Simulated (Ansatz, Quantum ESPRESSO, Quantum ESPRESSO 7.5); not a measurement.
# Mo(100) under a row of overlayers

Which overlayers raise and which lower the work function of Mo(100), and does electronegativity predict it?

Main program and level: Quantum ESPRESSO 7.5; plane-wave DFT, PBE, GBRV ultrasoft pseudopotentials (geometry by Ansatz 0.2.0 with PAW datasets; geometry under PBE).

Experimental background.

“Anisotropic work function of elemental crystals” (2019, arxiv:1902.07811) quotes from earlier work for Mo (clean (100) face, which reconstructs): work function (clean (100) face, which reconstructs) 4.45 eV.

Report form: the programs' logs are mostly left out.

## (1) The starting structure

The cell holds 5 atoms: 5 Mo. Its edges and angles: a = 3.150 Å, b = 3.150 Å, c = 22.300 Å, α = 90.0°, β = 90.0°, γ = 90.0°. It derives from Mo. Vacuum lies along c.

This is the clean slab. Each overlayer is one atom a surface cell, set on the hollow site and held there by symmetry.

## (2) Geometry from Ansatz, clean face

A relaxation in Ansatz fixes the structure of this slab for the runs on it.

Input file input.yaml:

```yaml
crystal:
  lattice:
    - [3.15, 0.0, 0.0]
    - [0.0, 3.15, 0.0]
    - [0.0, 0.0, 22.3]
  atoms:
    - { symbol: Mo, position: [0.0, 0.0, 0.3587443946] }
    - { symbol: Mo, position: [0.5, 0.5, 0.4293721973] }
    - { symbol: Mo, position: [0.0, 0.0, 0.5] }
    - { symbol: Mo, position: [0.5, 0.5, 0.5706278027] }
    - { symbol: Mo, position: [0.0, 0.0, 0.6412556054] }
kpoints:
  mp_grid: { grid: [8, 8, 1] }
hamiltonian:
  xc: pbe
scf:
  occupations: { method: fermi_dirac, width: 0.1 }
  convergence: { dr2_threshold: 1.0e-08 }
efield:
  axis: 3
  dipole_correction: true
  ramp_position: 0.97
  ramp_width: 0.04
relax:
  f_tol: 0.01
  constraints: [{ sites: [0, 1, 2] }]
output:
  write_potential: true
  write_density: true
  volumetric_format: npy
```

The run is started by

```bash
$ ansatz run input.yaml --threads 4 --pin off --max-ram 8192MiB --backend cpu --events-out ev --progress --plain --runs-dir out
```

The job ended after 11 s (4 threads of Arm Neoverse V2, shared host; peak memory 0.54 GiB).

Relaxation path:

```csv
step,energy less that of the first step (eV),largest force component (eV/Å)
1,0.0000,1.3043
2,-0.0867,1.0432
3,-0.1328,0.0331
4,-0.1328,0.0025
```

Forces are held to the 8 operations that the run works with; a distortion that breaks them can't arise in this run.

The atoms that moved most (Å):

```csv
atom,dx,dy,dz,length
Mo5,0.000,0.000,-0.123,0.123
Mo4,0.000,0.000,0.059,0.059
```

The relaxed structure:

```cif
data_structure
_symmetry_space_group_name_H-M 'P 1'
_symmetry_Int_Tables_number 1
_cell_length_a 3.1500
_cell_length_b 3.1500
_cell_length_c 22.3000
_cell_angle_alpha 90.000
_cell_angle_beta 90.000
_cell_angle_gamma 90.000
_cell_volume 221.27
loop_
_atom_site_label
_atom_site_type_symbol
_atom_site_fract_x
_atom_site_fract_y
_atom_site_fract_z
_atom_site_occupancy
Mo1 Mo 0.00000 0.00000 0.35874 1
Mo2 Mo 0.50000 0.50000 0.42937 1
Mo3 Mo 0.00000 0.00000 0.50000 1
Mo4 Mo 0.50000 0.50000 0.57329 1
Mo5 Mo 0.00000 0.00000 0.63573 1
```

The relaxation lowers the energy by 27 meV an atom. Held were the atoms numbered 1, 2 and 3; the forces quoted are those on the free ones.

This step gave:

| Quantity | Value |
| --- | --- |
| free energy | -24776.0102 eV |
| energy at zero smearing | -24775.9069 eV |
| smearing term TS | 0.2065 eV |
| Fermi energy | 4.968 eV |
| symmetry operations | 8 |
| work function of the upper face | 3.901 eV |
| work function of the lower face | 3.970 eV |
| dipole along the normal | 0.003752 e·Å |

## (3) Ground state, clean face

The effective screening medium with bc1 puts vacuum on both sides and removes the images along the normal. The slab must sit about z = 0, symmetry is kept, and the .esm1 file holds the planar potential.

Level of this step: plane-wave DFT, PBE, GBRV ultrasoft pseudopotentials (Quantum ESPRESSO 7.5).

Input file clean.esm.in:

```
&control
  prefix = 'clean.esm'
  outdir = './out'
  pseudo_dir = './pseudo'
  calculation = 'scf'
  tprnfor = .true.
/
&system
  ibrav = 0
  nat = 5
  ntyp = 1
  ecutwfc = 40
  ecutrho = 200
  occupations = 'smearing'
  smearing = 'mv'
  degauss = 0.02
  assume_isolated = 'esm'
  esm_bc = 'bc1'
/
&electrons
  conv_thr = 1e-07
  mixing_beta = 0.4
  electron_maxstep = 120
  mixing_mode = 'local-TF'
/
ATOMIC_SPECIES
  Mo  95.9500  mo_pbe_v1.uspp.F.UPF
CELL_PARAMETERS angstrom
  3.15000000000000 0.00000000000000 0.00000000000000
  0.00000000000000 3.15000000000000 0.00000000000000
  0.00000000000000 0.00000000000000 22.30000000000000
ATOMIC_POSITIONS crystal
  Mo  0.000000000000 0.000000000000 -0.138491279485
  Mo  0.500000000000 0.500000000000 -0.067863476785
  Mo  0.000000000000 0.000000000000 0.002764325915
  Mo  0.500000000000 0.500000000000 0.076054192903
  Mo  -0.000000000000 0.000000000000 0.138491279485
K_POINTS automatic
  8 8 1 0 0 0
```

The run is started by

```bash
$ OMP_NUM_THREADS=1 mpirun -n 4 pw.x -nk 4 -in clean.esm.in > clean.esm.out
```

Run time: 66 s. Hardware: 4 MPI ranks; peak memory 0.65 GiB.

Numbers from this step:

```
free energy                                                    : -9474.8215 eV
Fermi energy                                                   : -3.944 eV
vacuum line at the lower end of the cell, over the Fermi level : 3.980 eV
vacuum line at the upper end of the cell, over the Fermi level : 3.908 eV
```

The potential energy, planar mean oscillates, so the rows of the table below give means over windows of 1.62 Å about each position, cut where the curve ends. Its maxima inside the range that stand out by 2 % of the span (Å: eV): -2.3: -7.97, -0.7: -8.47, 0.9: -7.57, 2.4: -12.1. Its minima: -3.1: -23.3, -1.5: -24.0, 0.1: -23.9, 1.7: -24.2, 3.0: -23.7.

Electrostatic potential energy of an electron; zero at the Fermi level. Table of potential energy, planar mean by z; means over each step:

z (Å), potential energy, planar mean (eV) and a bar from the least value:
```
   -10.34        4.0 ##############################
    -8.72        4.0 ##############################
    -7.10        4.0 ##############################
    -5.48        3.6 ##############################
    -3.86       -7.0 ###############
    -2.24      -16.0 ###
    -0.62      -16.4 ###
     1.00      -15.6 ####
     2.62      -18.3 
     4.24       -1.4 #######################
     5.86        3.8 ##############################
     7.48        3.9 ##############################
     9.10        3.9 ##############################
    10.72        3.9 ##############################
```

The vacuum levels are read from the outermost 0.7 Å of the cell on either side.

The run needed 32 iterations to bring the estimated error under 1e-07 Ry; the largest force on any atom, held or free, is 1.16 eV/Å.

Inside the slab this potential holds the local part of the pseudopotentials, which can be repulsive at the nuclei; only its value in the vacuum has a meaning of its own.

## (4) Projections on atomic orbitals, clean face

projwfc.x splits the states by atom and orbital; the spilling says how much the atomic basis misses.

Input file clean.pdos.in:

```
&projwfc
  prefix = 'clean.esm'
  outdir = './out'
  filpdos = 'clean.pdos'
  Emin = -11.944
  Emax = 0.056
  DeltaE = 0.1
  ngauss = 0
  degauss = 0.01
/
```

The run is started by

```bash
$ OMP_NUM_THREADS=1 mpirun -n 4 projwfc.x -in clean.pdos.in > clean.pdos.out
```

The job ended after 1.1 s (4 MPI ranks; peak memory 0.09 GiB; 4.4 s of CPU time).

Numbers from this step:

| Property | Result |
| --- | --- |
| spilling of the projection | 0.001 |

Projected DOS an atom over height of the atomic layer and energy from the Fermi level. Columns are the atomic layers from the bottom up.

Ten even steps from '0' (0.00 states/eV) to '9' (2.18 states/eV), each cell a mean:
```
94646
73426
92328
92229
83127
64445
65656
65455
67565
48685
58785
36774
14542
15762
01221
00100
00000
00000
00000
00000
00000
00000
```
Columns: height of the atomic layer (Å) from -3.09 to 3.09 (not evenly spaced); rows upwards: energy from the Fermi level (eV) from -8.00 to 1.10.

The atomic orbitals miss 0.1 % of the occupied states; for empty states the projections can miss much more.

## (5) Relaxation with Ansatz, Cu overlayer

Level of this step: plane-wave DFT, PBE, Ansatz PAW (Ansatz 0.2.0).

System of this step: Mo(100), 5 layers, one monolayer of Cu on hollow sites. The cell holds 6 atoms: 5 Mo and 1 Cu. Its edges and angles: a = 3.150 Å, b = 3.150 Å, c = 25.300 Å, α = 90.0°, β = 90.0°, γ = 90.0°. It derives from Mo. Vacuum lies along c.

input.yaml, the sections that differ from step 2:

```yaml
crystal:
  lattice:
    - [3.15, 0.0, 0.0]
    - [0.0, 3.15, 0.0]
    - [0.0, 0.0, 25.3]
  atoms:
    - { symbol: Mo, position: [0.0, 0.0, 0.3280632411] }
    - { symbol: Mo, position: [0.5, 0.5, 0.3903162055] }
    - { symbol: Mo, position: [0.0, 0.0, 0.45256917] }
    - { symbol: Mo, position: [0.5, 0.5, 0.5148221344] }
    - { symbol: Mo, position: [0.0, 0.0, 0.5770750988] }
    - { symbol: Cu, position: [0.5, 0.5, 0.6479832423] }
# kpoints, hamiltonian, scf, efield, relax, output: as in step 2
```

The run is started by

```bash
$ ansatz run input.yaml --threads 4 --pin off --max-ram 8192MiB --backend cpu --events-out ev --progress --plain --runs-dir out
```

Wall time 20 s (4 threads); peak memory 0.69 GiB; 80 s of CPU time.

The steps of the relaxation:

```csv
step,energy less that of the first step (eV),largest force component (eV/Å)
1,0.0000,1.0438
2,-0.1712,0.5753
3,-0.2374,0.1175
4,-0.2393,0.0118
5,-0.2393,0.0019
```

Forces are held to the 8 operations that the run works with; a distortion that breaks them can't arise in this run.

The atoms that moved most (Å):

```csv
atom,dx,dy,dz,length
Cu6,0.000,0.000,-0.427,0.427
Mo5,0.000,0.000,-0.067,0.067
Mo4,0.000,0.000,0.009,0.009
```

The relaxed structure:

```cif
data_structure
_symmetry_space_group_name_H-M 'P 1'
_symmetry_Int_Tables_number 1
_cell_length_a 3.1500
_cell_length_b 3.1500
_cell_length_c 25.3000
_cell_angle_alpha 90.000
_cell_angle_beta 90.000
_cell_angle_gamma 90.000
_cell_volume 251.04
loop_
_atom_site_label
_atom_site_type_symbol
_atom_site_fract_x
_atom_site_fract_y
_atom_site_fract_z
_atom_site_occupancy
Mo1 Mo 0.00000 0.00000 0.32806 1
Mo2 Mo 0.50000 0.50000 0.39032 1
Mo3 Mo 0.00000 0.00000 0.45257 1
Mo4 Mo 0.50000 0.50000 0.51516 1
Mo5 Mo 0.00000 0.00000 0.57444 1
Cu6 Cu 0.50000 0.50000 0.63110 1
```

The relaxation lowers the energy by 40 meV an atom. Held were the atoms numbered 1, 2 and 3; the forces quoted are those on the free ones.

Numbers from this step:

- free energy: -31401.5569 eV
- energy at zero smearing: -31401.4551 eV
- smearing term TS: 0.2034 eV
- Fermi energy: 4.624 eV
- work function of the upper face: 4.663 eV
- work function of the lower face: 3.971 eV
- dipole along the normal: -0.03795 e·Å

## (6) Ground state, Cu overlayer

Level of this step: plane-wave DFT, PBE, GBRV ultrasoft pseudopotentials (Quantum ESPRESSO 7.5).

Input file Cu.esm.in:

```
&control
  prefix = 'Cu.esm'
  outdir = './out'
  pseudo_dir = './pseudo'
  calculation = 'scf'
  tprnfor = .true.
/
&system
  ibrav = 0
  nat = 6
  ntyp = 2
  ecutwfc = 40
  ecutrho = 200
  occupations = 'smearing'
  smearing = 'mv'
  degauss = 0.02
  assume_isolated = 'esm'
  esm_bc = 'bc1'
/
&electrons
  conv_thr = 1e-07
  mixing_beta = 0.4
  electron_maxstep = 120
  mixing_mode = 'local-TF'
/
ATOMIC_SPECIES
  Mo  95.9500  mo_pbe_v1.uspp.F.UPF
  Cu  63.5460  cu_pbe_v1.2.uspp.F.UPF
CELL_PARAMETERS angstrom
  3.15000000000000 0.00000000000000 0.00000000000000
  0.00000000000000 3.15000000000000 0.00000000000000
  0.00000000000000 0.00000000000000 25.30000000000000
ATOMIC_POSITIONS crystal
  Mo  0.000000000000 0.000000000000 -0.151517587008
  Mo  0.500000000000 0.500000000000 -0.089264622608
  Mo  0.000000000000 0.000000000000 -0.027011658108
  Mo  0.500000000000 0.500000000000 0.035579863209
  Mo  -0.000000000000 0.000000000000 0.094859891244
  Cu  0.500000000000 0.500000000000 0.151517587008
K_POINTS automatic
  8 8 1 0 0 0
```

The run is started by

```bash
$ OMP_NUM_THREADS=1 mpirun -n 4 pw.x -nk 4 -in Cu.esm.in > Cu.esm.out
```

Elapsed: 7.9 min, on 4 MPI ranks; peak memory 0.74 GiB.

The run ended without convergence. The estimated SCF accuracy went from 2.41e+03 Ry in the first cycle kept to 0.0112 Ry at best and 0.0186 Ry in the last.

More iterations help only where the error still falls; otherwise the mixing, the start or the set-up has to change.

## (7) Geometry from Ansatz, Au overlayer

Level of this step: plane-wave DFT, PBE, Ansatz PAW (Ansatz 0.2.0).

System of this step: Mo(100), 5 layers, one monolayer of Au on hollow sites. The cell holds 6 atoms: 5 Mo and 1 Au. Its edges and angles: a = 3.150 Å, b = 3.150 Å, c = 25.300 Å, α = 90.0°, β = 90.0°, γ = 90.0°. It derives from Mo. Vacuum lies along c.

input.yaml, as its differences from the input of step 5:

```diff
@@ -11,3 +11,3 @@
     - { symbol: Mo, position: [0.0, 0.0, 0.5770750988] }
-    - { symbol: Cu, position: [0.5, 0.5, 0.6479832423] }
+    - { symbol: Au, position: [0.5, 0.5, 0.6504775116] }
 kpoints:
```

The run is started by

```bash
$ ansatz run input.yaml --threads 4 --pin off --max-ram 8192MiB --backend cpu --events-out ev --progress --plain --runs-dir out
```

Wall time 16 s (4 threads); peak memory 0.68 GiB.

Relaxation path:

```csv
step,energy less that of the first step (eV),largest force component (eV/Å)
1,0.0000,0.2800
2,-0.0090,0.3486
3,-0.0228,0.0113
4,-0.0228,0.0008
```

Forces are held to the 8 operations that the run works with; a distortion that breaks them can't arise in this run.

The atoms that moved most (Å):

```csv
atom,dx,dy,dz,length
Au6,0.000,0.000,-0.120,0.120
Mo5,0.000,0.000,-0.064,0.064
Mo4,0.000,0.000,-0.008,0.008
```

Final coordinates:

```cif
data_structure
_symmetry_space_group_name_H-M 'P 1'
_symmetry_Int_Tables_number 1
_cell_length_a 3.1500
_cell_length_b 3.1500
_cell_length_c 25.3000
_cell_angle_alpha 90.000
_cell_angle_beta 90.000
_cell_angle_gamma 90.000
_cell_volume 251.04
loop_
_atom_site_label
_atom_site_type_symbol
_atom_site_fract_x
_atom_site_fract_y
_atom_site_fract_z
_atom_site_occupancy
Mo1 Mo 0.00000 0.00000 0.32806 1
Mo2 Mo 0.50000 0.50000 0.39032 1
Mo3 Mo 0.00000 0.00000 0.45257 1
Mo4 Mo 0.50000 0.50000 0.51452 1
Mo5 Mo 0.00000 0.00000 0.57454 1
Au6 Au 0.50000 0.50000 0.64574 1
```

The relaxation lowers the energy by 4 meV an atom. Held were the atoms numbered 1, 2 and 3; the forces quoted are those on the free ones.

This step gave:

* free energy: -37926.2062 eV
* energy at zero smearing: -37926.1081 eV
* smearing term TS: 0.1962 eV
* Fermi energy: 5.262 eV
* work function of the upper face: 4.888 eV
* work function of the lower face: 3.990 eV
* dipole along the normal: -0.04930 e·Å

## (8) Self-consistent run, Au overlayer

Level of this step: plane-wave DFT, PBE, GBRV ultrasoft pseudopotentials (Quantum ESPRESSO 7.5).

Input file Au.esm.in:

```
&control
  prefix = 'Au.esm'
  outdir = './out'
  pseudo_dir = './pseudo'
  calculation = 'scf'
  tprnfor = .true.
/
&system
  ibrav = 0
  nat = 6
  ntyp = 2
  ecutwfc = 40
  ecutrho = 200
  occupations = 'smearing'
  smearing = 'mv'
  degauss = 0.02
  assume_isolated = 'esm'
  esm_bc = 'bc1'
/
&electrons
  conv_thr = 1e-07
  mixing_beta = 0.4
  electron_maxstep = 120
  mixing_mode = 'local-TF'
/
ATOMIC_SPECIES
  Mo  95.9500  mo_pbe_v1.uspp.F.UPF
  Au  196.9666  au_pbe_v1.uspp.F.UPF
CELL_PARAMETERS angstrom
  3.15000000000000 0.00000000000000 0.00000000000000
  0.00000000000000 3.15000000000000 0.00000000000000
  0.00000000000000 0.00000000000000 25.30000000000000
ATOMIC_POSITIONS crystal
  Mo  0.000000000000 0.000000000000 -0.158838086638
  Mo  0.500000000000 0.500000000000 -0.096585122238
  Mo  0.000000000000 0.000000000000 -0.034332157738
  Mo  0.500000000000 0.500000000000 0.027618713081
  Mo  -0.000000000000 0.000000000000 0.087641768145
  Au  0.500000000000 0.500000000000 0.158838086638
K_POINTS automatic
  8 8 1 0 0 0
```

The run is started by

```bash
$ OMP_NUM_THREADS=1 mpirun -n 4 pw.x -nk 4 -in Au.esm.in > Au.esm.out
```

It took 92 s on 4 MPI ranks; peak memory 0.92 GiB; 6.1 min of CPU time.

Read from the output:

* free energy: -11040.1799 eV
* Fermi energy: -4.458 eV
* vacuum line at the lower end of the cell, over the Fermi level: 3.997 eV
* vacuum line at the upper end of the cell, over the Fermi level: 4.918 eV

The potential energy, planar mean oscillates, so the rows of the table below give means over windows of 1.53 Å about each position, cut where the curve ends. Its maxima inside the range that stand out by 2 % of the span (Å: eV): -3.3: -8.09, -1.6: -8.49, -0.1: -8.70, 1.4: -9.48. Its minima: -4.0: -23.5, -2.5: -24.0, -0.8: -24.0, 0.7: -24.1, 2.2: -24.0.

Electrostatic potential energy of an electron; zero at the Fermi level. The potential energy, planar mean by z; means over each step:

```csv
z (Å),"potential energy, planar mean (eV)"
-11.88,4.00
-10.36,4.00
-8.83,4.00
-7.30,3.95
-5.77,2.74
-4.24,-14.1
-2.71,-16.1
-1.18,-16.4
0.35,-16.4
1.88,-16.6
3.41,-3.55
4.94,1.54
6.47,4.80
8.00,4.92
9.53,4.92
11.06,4.92
```

The covered face stands at 4.92 eV against 3.91 eV when clean.

Inside the slab this potential holds the local part of the pseudopotentials, which can be repulsive at the nuclei; only its value in the vacuum has a meaning of its own.

## (9) Projections on atomic orbitals, Au overlayer

Input file Au.pdos.in:

```
&projwfc
  prefix = 'Au.esm'
  outdir = './out'
  filpdos = 'Au.pdos'
  Emin = -12.458
  Emax = -0.458
  DeltaE = 0.1
  ngauss = 0
  degauss = 0.01
/
```

The run is started by

```bash
$ OMP_NUM_THREADS=1 mpirun -n 4 projwfc.x -in Au.pdos.in > Au.pdos.out
```

Run time: 1.6 s. Hardware: 4 MPI ranks; peak memory 0.15 GiB; 6.1 s of CPU time.

Projected DOS an atom over height of the atomic layer and energy from the Fermi level. Columns are the atomic layers from the bottom up.

Ten even steps from '0' (0.00 states/eV) to '9' (5.43 states/eV), each cell a mean:
```
322110
312131
301030
400020
310121
211120
222111
222221
222221
232312
233203
122119
012116
022227
001125
000013
000000
000000
000000
000000
000000
000000
```
Columns: height of the atomic layer (Å) from -4.02 to 4.02 (not evenly spaced); rows upwards: energy from the Fermi level (eV) from -8.00 to 1.20.

The atomic orbitals miss 0.1 % of the occupied states; for empty states the projections can miss much more.

## (10) Geometry from Ansatz, Pd overlayer

Level of this step: plane-wave DFT, PBE, Ansatz PAW (Ansatz 0.2.0).

System of this step: Mo(100), 5 layers, one monolayer of Pd on hollow sites. The cell holds 6 atoms: 5 Mo and 1 Pd. Its edges and angles: a = 3.150 Å, b = 3.150 Å, c = 25.300 Å, α = 90.0°, β = 90.0°, γ = 90.0°. It derives from Mo. Vacuum lies along c.

input.yaml, as its differences from the input of step 7:

```diff
@@ -11,3 +11,3 @@
     - { symbol: Mo, position: [0.0, 0.0, 0.5770750988] }
-    - { symbol: Au, position: [0.5, 0.5, 0.6504775116] }
+    - { symbol: Pd, position: [0.5, 0.5, 0.6523157595] }
 kpoints:
```

The run is started by

```bash
$ ansatz run input.yaml --threads 4 --pin off --max-ram 8192MiB --backend cpu --events-out ev --progress --plain --runs-dir out
```

Elapsed: 22 s, on 4 threads; peak memory 0.67 GiB; 85 s of CPU time.

[end of part 1 of 2]

[Logs are printed without paths, hosts, clocks, repeated set-up lines and the standing remarks that a program may print on its own settings, such as how far it seeks lower states.]

[Hosts, paths, dates, database ids (printed as entryN), source tags and the programs' standing remarks are cut or masked in the printed files.]

[Maps of the electrostatic potential energy from Ansatz leave out the sawtooth potential of an applied field or a dipole correction, so their vacuum need not be flat; planar profiles and work functions include it.]
